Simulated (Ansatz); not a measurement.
# Rb on Pd(100): change of the work function, part 3 of 4

How does one ordered layer of Rb (hollow site) change the work function of Pd(100), and what dipole does each adsorbate carry?

Ansatz 0.2.0; plane-wave DFT, PBE, Ansatz PAW (the session's first sound run).

So far, work function, upper face (eV): step 2 (the clean slab) 5.10; step 3 (17 atoms, coverage 0.25 ML, cell 2x2) 1.51.

**4. Work function against coverage**

This step: plane-wave DFT, PBE, Ansatz PAW; work function against coverage (Ansatz 0.2.0).

The runs are now put side by side.

This step gave:

```yaml
work_function_of_the_clean_face: 5.104 eV
largest_change_of_the_work_function: -3.595 eV
```

The work function of the covered face by coverage:

```
coverage (adsorbates/nm²)  work function of the covered face (eV)
                     0.00                                    5.10
                     3.30                                    1.51
```

The dipole per adsorbate comes from the change of the cell's dipole. Coverage, by row:

```
coverage (1/nm²)  coverage (ML)  work function (eV)  change (eV)  dipole per adsorbate, positive end outwards (debye)  mean height of the added atoms over the highest substrate atom (Å)
           3.304           0.25                1.51       -3.595                                                2.887                                                               2.649
```

**5. The covered slab, atoms frozen**

This step: plane-wave DFT, PBE, Ansatz PAW (Ansatz 0.2.0).

To see where the charge goes, the covered slab, the bare substrate and the adsorbate layer are each run at the same frozen positions and on the same grid.

The input, input.yaml:

```yaml
crystal:
  lattice:
    - [5.5012907576, 0.0, 0.0]
    - [0.0, 5.5012907576, 0.0]
    - [0.0, 0.0, 27.161201975]
  atoms:
    - { symbol: Pd, position: [0.25, 0.25, 0.331354997] }
    - { symbol: Pd, position: [0.0, 0.0, 0.4029644936] }
    - { symbol: Pd, position: [0.25, 0.25, 0.4774632987] }
    - { symbol: Pd, position: [-0.0017250585, -0.0017250585, 0.5503036375] }
    - { symbol: Pd, position: [0.25, 0.75, 0.331354997] }
    - { symbol: Pd, position: [0.0, 0.5, 0.4029644936] }
    - { symbol: Pd, position: [0.25, 0.75, 0.4770272609] }
    - { symbol: Pd, position: [-0.0017250585, 0.5017250585, 0.5503036375] }
    - { symbol: Pd, position: [0.75, 0.25, 0.331354997] }
    - { symbol: Pd, position: [0.5, 0.0, 0.4029644936] }
    - { symbol: Pd, position: [0.75, 0.25, 0.4770272609] }
    - { symbol: Pd, position: [0.5017250585, -0.0017250585, 0.5503036375] }
    - { symbol: Pd, position: [0.75, 0.75, 0.331354997] }
    - { symbol: Pd, position: [0.5, 0.5, 0.4029644936] }
    - { symbol: Pd, position: [0.75, 0.75, 0.4764080181] }
    - { symbol: Pd, position: [0.5017250585, 0.5017250585, 0.5503036375] }
    - { symbol: Rb, position: [0.25, 0.25, 0.6478246082] }
kpoints:
  mp_grid: { grid: [6, 6, 1] }
hamiltonian:
  xc: pbe
scf:
  occupations: { method: fermi_dirac, width: 0.1 }
  convergence: { dr2_threshold: 1.0e-08 }
efield:
  axis: 3
  dipole_correction: true
  ramp_position: 0.97
  ramp_width: 0.06
output:
  write_potential: true
  write_density: true
  volumetric_format: npy
```

On the command line:

```console
$ ansatz run input.yaml --threads 4 --pin off --max-ram 6144MiB --backend cpu --events-out ev --progress --plain --runs-dir out
```

Output:

```text
[...]
Crystal: 17 atoms, lattice volume = 822.012 Å³
Basis set: ecut = 420 eV, 16023 PW (Γ)
Bands: 179, of which v1, the nominal top of the filled ones, is band 149 counted from 1 (148 counted from 0)
Symmetry: 8 space group operations
[...]
k-points: 10 of 36
[...]
SCF iter   1: F=—  HF=-114829.262998 eV  |F-HF|=—  |Δ(HF+E_count)|=         —  Δρ=9.46e-3  dr2=7.35e0  ethr=1.77e-3  p=0.535 e·Å  D=1.18e-1 V/Å  ΔV_dip=-3.20 eV  dr2_dipole=1.55e0  V_vac-E_F(+/−)=1.53/4.73 eV  ⟨swp⟩=7.1  Hψ=7555  notcnv=0  defer=78
[...]
SCF iter  12: F=-114829.132258 eV  HF=-114829.132258 eV  |F-HF|=3.17e-9  |Δ(HF+E_count)|=   1.54e-7  Δρ=6.69e-7  dr2=7.40e-9  ethr=3.37e-12  p=0.600 e·Å  D=1.32e-1 V/Å  ΔV_dip=-3.58 eV  dr2_dipole=4.90e-12  V_vac-E_F(+/−)=1.52/5.10 eV  ⟨swp⟩=16.4  Hψ=7421  notcnv=0
SCF 1 converged in 12 iterations: F = -114829.132258 eV  dr2 = 7.40e-9
[...]
SCF converged after 12 iterations
Free energy (F): -114829.132258 eV
[...]
Internal energy: -114828.117093 eV  (E = F + TS)
E sigma→0 (E₀):  -114828.624675 eV
Entropy (-TS):   -1.015165 eV (-59.716 meV/atom)
Fermi energy:    3.798712 eV
Dipole field:    D = 0.131984 V/Å  (p = 0.599568 e·Å, saw-weighted, corrected)
Work function:   Φ+ = 1.5156 eV   Φ− = 5.1005 eV
[...]
--- Band table (eV; the first three rows and the last of 10) ---
  k-point 0: bands = [... 145 lower, 3.8508, 3.8859, 3.8859, 4.1458, 4.1724, 4.4435, 4.4544, 4.7206, ... 26 higher]
  k-point 1: bands = [... 145 lower, 3.7201, 3.9235, 3.9295, 3.9493, 4.1882, 4.2187, 4.2190, 4.2289, ... 26 higher]
  k-point 2: bands = [... 145 lower, 3.6675, 3.6838, 3.7198, 3.7513, 3.7589, 3.8920, 3.9191, 3.9274, ... 26 higher]
  k-point 9: bands = [... 145 lower, 3.2188, 3.2246, 3.2483, 3.7668, 3.7668, 3.7671, 3.7776, 4.3595, ... 26 higher]
```

Run time: 1.9 min. Hardware: 4 threads of Arm Neoverse N1, shared host; peak memory 3.5 GiB.

Read from the output:

| Item | Value |
| --- | --- |
| energy at zero smearing | -114828.6247 eV |
| work function, upper face | 1.516 eV |
| dipole along the normal | 0.5996 e·Å |
| step between the vacuum levels | -3.585 eV |

The work function of the upper face is 1.52 eV.

**6. The substrate alone**

System of this step: Rb/Pd(100), substrate alone, atoms held. The cell holds 16 atoms: 16 Pd. Cell: a = 5.501 Å, b = 5.501 Å, c = 27.161 Å, α = 90.0°, β = 90.0°, γ = 90.0°. Vacuum lies along c.

The second part, atoms unmoved.

Edit input.yaml of step 5 so:

```diff
@@ -22,3 +22,2 @@
     - { symbol: Pd, position: [0.5017250585, 0.5017250585, 0.5503036375] }
-    - { symbol: Rb, position: [0.25, 0.25, 0.6478246082] }
 kpoints:
```

Output:

```text
[...]
Crystal: 16 atoms, lattice volume = 822.012 Å³
Basis set: ecut = 420 eV, 16023 PW (Γ)
Bands: 173, of which v1, the nominal top of the filled ones, is band 144 counted from 1 (143 counted from 0)
Symmetry: 8 space group operations
[...]
k-points: 10 of 36
[...]
SCF iter   1: F=—  HF=-111560.456462 eV  |F-HF|=—  |Δ(HF+E_count)|=         —  Δρ=7.41e-3  dr2=2.57e0  ethr=1.77e-3  p=0.000 e·Å  D=4.77e-5 V/Å  ΔV_dip=-0.00 eV  dr2_dipole=2.94e-2  V_vac-E_F(+/−)=4.83/4.83 eV  ⟨swp⟩=7.5  Hψ=7362  notcnv=0  defer=55
[...]
SCF iter  12: F=-111560.352196 eV  HF=-111560.352196 eV  |F-HF|=2.11e-9  |Δ(HF+E_count)|=   8.48e-9  Δρ=5.00e-7  dr2=4.45e-9  ethr=3.47e-12  p=-0.001 e·Å  D=-1.37e-4 V/Å  ΔV_dip=0.00 eV  dr2_dipole=1.48e-11  V_vac-E_F(+/−)=5.10/5.10 eV  ⟨swp⟩=32.1  Hψ=7889  notcnv=0
SCF 1 converged in 12 iterations: F = -111560.352196 eV  dr2 = 4.45e-9
[...]
SCF converged after 12 iterations
Free energy (F): -111560.352196 eV
[...]
Internal energy: -111559.302552 eV  (E = F + TS)
E sigma→0 (E₀):  -111559.827374 eV
Entropy (-TS):   -1.049644 eV (-65.603 meV/atom)
Fermi energy:    2.057541 eV
Dipole field:    D = -0.000134 V/Å  (p = -0.000610 e·Å, saw-weighted, corrected)
Work function:   Φ+ = 5.0999 eV   Φ− = 5.0963 eV
[...]
--- Band table (eV; the first three rows and the last of 10) ---
  k-point 0: bands = [... 140 lower, 2.0571, 2.1584, 2.1584, 2.3942, 2.4251, 2.7035, 2.7496, 3.1554, ... 25 higher]
  k-point 1: bands = [... 140 lower, 1.9849, 1.9879, 2.1833, 2.1932, 2.2072, 2.4791, 2.5147, 2.5566, ... 25 higher]
  k-point 2: bands = [... 140 lower, 1.9286, 1.9592, 2.0182, 2.0191, 2.0249, 2.1844, 2.1847, 2.1858, ... 25 higher]
  k-point 9: bands = [... 140 lower, 1.5545, 1.5623, 1.5623, 1.5689, 2.0343, 2.0404, 2.0404, 2.0462, ... 25 higher]
```

It took 1.7 min on 4 threads; peak memory 3.3 GiB; 6.8 min of CPU time.

Read from the output:

| Item | Value |
| --- | --- |
| energy at zero smearing | -111559.8274 eV |
| work function, upper face | 5.100 eV |
| dipole along the normal | -6.10e-4 e·Å |

The work function of the upper face is 5.10 eV.

**7. The adsorbate layer alone**

System of this step: Rb/Pd(100), adsorbate layer alone, atoms held. The cell holds 1 atom: 1 Rb. Cell: a = 5.501 Å, b = 5.501 Å, c = 27.161 Å, α = 90.0°, β = 90.0°, γ = 90.0°. Vacuum lies along c.

The third part; a free layer of atoms may carry a moment, so spin is on.

input.yaml, the sections that differ from step 6:

```yaml
crystal:
  lattice:
    - [5.5012907576, 0.0, 0.0]
    - [0.0, 5.5012907576, 0.0]
    - [0.0, 0.0, 27.161201975]
  atoms:
    - { symbol: Rb, position: [0.25, 0.25, 0.6478246082], spin: 1.0 }
magnetization:
  spin_polarized: true
# kpoints, hamiltonian, scf, efield, output: as in step 6
```

Output:

```text
[...]
Crystal: 1 atoms, lattice volume = 822.012 Å³
Basis set: ecut = 420 eV, 16023 PW (Γ)
Bands: 9, of which v1, the nominal top of the filled ones, is band 5 counted from 1 (4 counted from 0)
Symmetry: 8 space group operations
k-points: 10 of 36
[...]
Starting moments: Σ|m| = 1 μB on 1 of 1 site
[...]
SCF iter   1: F=—  HF=-3266.844710 eV  |F-HF|=—  |Δ(HF+E_count)|=         —  Δρ=5.99e-3 (↑5.99e-3 ↓5.36e-3)  dr2=3.16e-2  dr2_m=2.42e-1  M=0.086 μB ∫|m|=0.093 μB  β_m=0.30  ethr=2.87e-4  p=0.000 e·Å  D=1.67e-9 V/Å  ΔV_dip=-0.00 eV  dr2_dipole=1.36e-10  V_vac-E_F(+/−)=2.45/2.45 eV  ⟨swp⟩=1.4  Hψ=2214  notcnv=0
[...]
spin=Collinear: LDOS preconditioning applied to the charge; magnetization (m = ρ↑ − ρ↓) channel mixes plain (no charge-response kernel on spin).
SCF iter   2: F=—  HF=-3266.929061 eV  |F-HF|=—  |Δ(HF+E_count)|=   8.44e-2  Δρ=4.20e-3 (↑4.20e-3 ↓3.86e-3)  dr2=1.95e-2  dr2_m=1.22e-1  M=0.068 μB ∫|m|=0.073 μB  β_m=0.30  ethr=1.12e-4  p=0.000 e·Å  D=1.57e-6 V/Å  ΔV_dip=-0.00 eV  dr2_dipole=1.24e-10  V_vac-E_F(+/−)=2.45/2.45 eV  ⟨swp⟩=2.2  Hψ=247  notcnv=0  κ⁻¹=1.0e0(r=1)
[...]
SCF iter   8: F=—  HF=-3267.016997 eV  |F-HF|=—  |Δ(HF+E_count)|=   1.38e-3  Δρ=5.19e-4 (↑5.18e-4 ↓5.19e-4)  dr2=8.27e-8  dr2_m=2.03e-3  M=0.018 μB ∫|m|=0.019 μB  β_m=0.36  ethr=5.08e-9  p=0.000 e·Å  D=3.56e-6 V/Å  ΔV_dip=-0.00 eV  dr2_dipole=2.79e-11  V_vac-E_F(+/−)=2.38/2.38 eV  ⟨swp⟩=3.3  Hψ=372  notcnv=0
[...]
spin-set hold released at iteration 8 (site moments contracting): the magnetisation degrees of freedom join the quasi-Newton model from the next iteration; the mixer history was flushed
SCF iter   9: F=—  HF=-3267.017808 eV  |F-HF|=—  |Δ(HF+E_count)|=   8.10e-4  Δρ=3.42e-4 (↑3.41e-4 ↓3.42e-4)  dr2=4.33e-8  dr2_m=8.77e-4  M=0.014 μB ∫|m|=0.015 μB  β_m=0.61  ethr=2.93e-10  p=0.000 e·Å  D=3.34e-6 V/Å  ΔV_dip=-0.00 eV  dr2_dipole=3.89e-12  V_vac-E_F(+/−)=2.38/2.38 eV  ⟨swp⟩=3.3  Hψ=410  notcnv=0
density mixer auto → msr1: a metal under ldos (density of states about μ 0.79 of a free-electron gas's, 30 screened modes)
SCF iter  10: F=—  HF=-3267.018456 eV  |F-HF|=—  |Δ(HF+E_count)|=   6.49e-4  Δρ=1.30e-5 (↑1.30e-5 ↓1.30e-5)  dr2=2.29e-9  dr2_m=1.28e-6  M=0.004 μB ∫|m|=0.004 μB  β_m=0.80  ethr=3.54e-11  p=0.000 e·Å  D=3.18e-6 V/Å  ΔV_dip=-0.00 eV  dr2_dipole=3.44e-13  V_vac-E_F(+/−)=2.38/2.38 eV  ⟨swp⟩=4.8  Hψ=1285  notcnv=0
[...]
SCF iter  15: F=-3267.018468 eV  HF=-3267.018468 eV  |F-HF|=1.02e-10  |Δ(HF+E_count)|=  7.88e-10  Δρ=1.76e-8 (↑1.76e-8 ↓1.67e-8)  dr2=2.21e-13  dr2_m=2.18e-12  M=0.000 μB ∫|m|=0.000 μB  ethr=1.00e-12  p=0.000 e·Å  D=3.03e-6 V/Å  ΔV_dip=-0.00 eV  dr2_dipole=1.23e-15  V_vac-E_F(+/−)=2.38/2.38 eV  ⟨swp⟩=3.0  Hψ=475  notcnv=0
SCF 1 converged in 15 iterations: F = -3267.018468 eV  dr2 = 2.21e-13
[...]
WARN: the starting moments were not kept: the SCF closed with an absolute magnetisation of 8.0e-6 μB, where they sum to 1 μB in size (1 site). That is at most 0.1 of that sum. Measured as dr2_m measures the in/out step, that magnetisation stands 2.1e-12 eV from none, at or under the dr2_threshold of 1.0e-8 eV: it is no larger than a step whose dr2_m would equal this threshold. The system may hold no moment; this SCF  [...]
[...]
SCF converged after 15 iterations
Magnetization: 0.0000 μB (4.5000 up, 4.5000 down)
Absolute magnetization: 0.0000 μB (∫|ρ↑−ρ↓|, with the PAW one-centre terms)
[...]
Per-site moments (μB) at R_I (Å): [(8.540462e-8, 2.269282)]
Free energy (F): -3267.018468 eV
[...]
Internal energy: -3266.977265 eV  (E = F + TS)
E sigma→0 (E₀):  -3266.997866 eV
Entropy (-TS):   -0.041204 eV (-41.204 meV/atom)
Fermi energy:    -1.857602 eV
Dipole field:    D = 0.000003 V/Å  (p = 0.000014 e·Å, saw-weighted, corrected)
Work function:   Φ+ = 2.3828 eV   Φ− = 2.3829 eV
[...]
--- Band table (eV; the first three rows and the last of 20) ---
[...]
```

It took 16 s on 4 threads; peak memory 0.94 GiB.

Read from the output:

* energy at zero smearing: -3266.9979 eV
* work function, upper face: 2.383 eV
* dipole along the normal: 1.39e-5 e·Å

At this spacing and smearing the free layer keeps no moment.

**8. Density difference**

This step: plane-wave DFT, PBE, Ansatz PAW; density difference on adsorption (Ansatz 0.2.0).

The densities of the parts are taken from that of the whole and averaged over planes; the first moment of what is left gives the step in the potential.

Numbers from this step:

```
largest charge moved                 : 0.009126 e/Å²
potential step from the moved charge : -3.589 eV
```

The electron density difference oscillates, so the rows of the table below give means over 1 Å (shorter at the two ends). Its distinct maxima (Å: e/Å³): 12.6: 0.00135, 13.3: 0.00152, 15.0: 0.00107, 16.0: 0.0136. Distinct minima: 13.0: -0.00155, 14.6: -0.00247, 15.3: -0.00328, 17.7: -0.00369.

Planar mean, whole system less its parts. Table of electron density difference by z; means over each step:

z (Å), electron density difference (e/Å³) and a bar from the least value:
```
        5     0.0000 ######
        6     0.0000 ######
        7     0.0000 ######
        8     0.0000 ######
        9     0.0000 ######
       10     0.0000 ######
       11     0.0000 ######
       12     0.0000 ######
       13     0.0002 #######
       14    -0.0015 ###
       15    -0.0009 ####
       16     0.0102 ##############################
       17    -0.0007 #####
       18    -0.0028 
       19    -0.0024 #
       20    -0.0016 ###
       21    -0.0004 #####
       22    -0.0001 ######
       23     0.0000 ######
       24     0.0000 ######
       25     0.0000 ######
       26     0.0000 ######
```

Planar mean, whole system less its parts. Electrons moved below z against z:

z (Å), electrons moved below z (e/Å²) and a bar from the least value:
```
        6    0.00000 #####
        7    0.00001 #####
        8    0.00002 #####
        9    0.00001 #####
       10   -0.00007 ####
       11   -0.00003 ####
       12   -0.00004 ####
       13   -0.00008 ####
       14   -0.00030 ####
       15   -0.00156 
       16    0.00363 ###############
       17    0.00874 ##############################
       18    0.00540 ####################
       19    0.00325 ##############
       20    0.00099 #######
       21    0.00018 #####
       22    0.00001 #####
       23   -0.00001 #####
       24    0.00000 #####
       25    0.00000 #####
       26    0.00000 #####
```

[end of part 3 of 4]

[Long decimals in the printed logs are rounded to 6 places.]

[Logs are printed without paths, hosts, clocks, repeated set-up lines and the standing remarks that a program may print on its own settings, such as how far it seeks lower states.]

[Hosts, paths, dates, database ids (printed as entryN), source tags and the programs' standing remarks are cut or masked in the printed files.]

[Maps of the electrostatic potential energy from Ansatz leave out the sawtooth potential of an applied field or a dipole correction, so their vacuum need not be flat; planar profiles and work functions include it.]
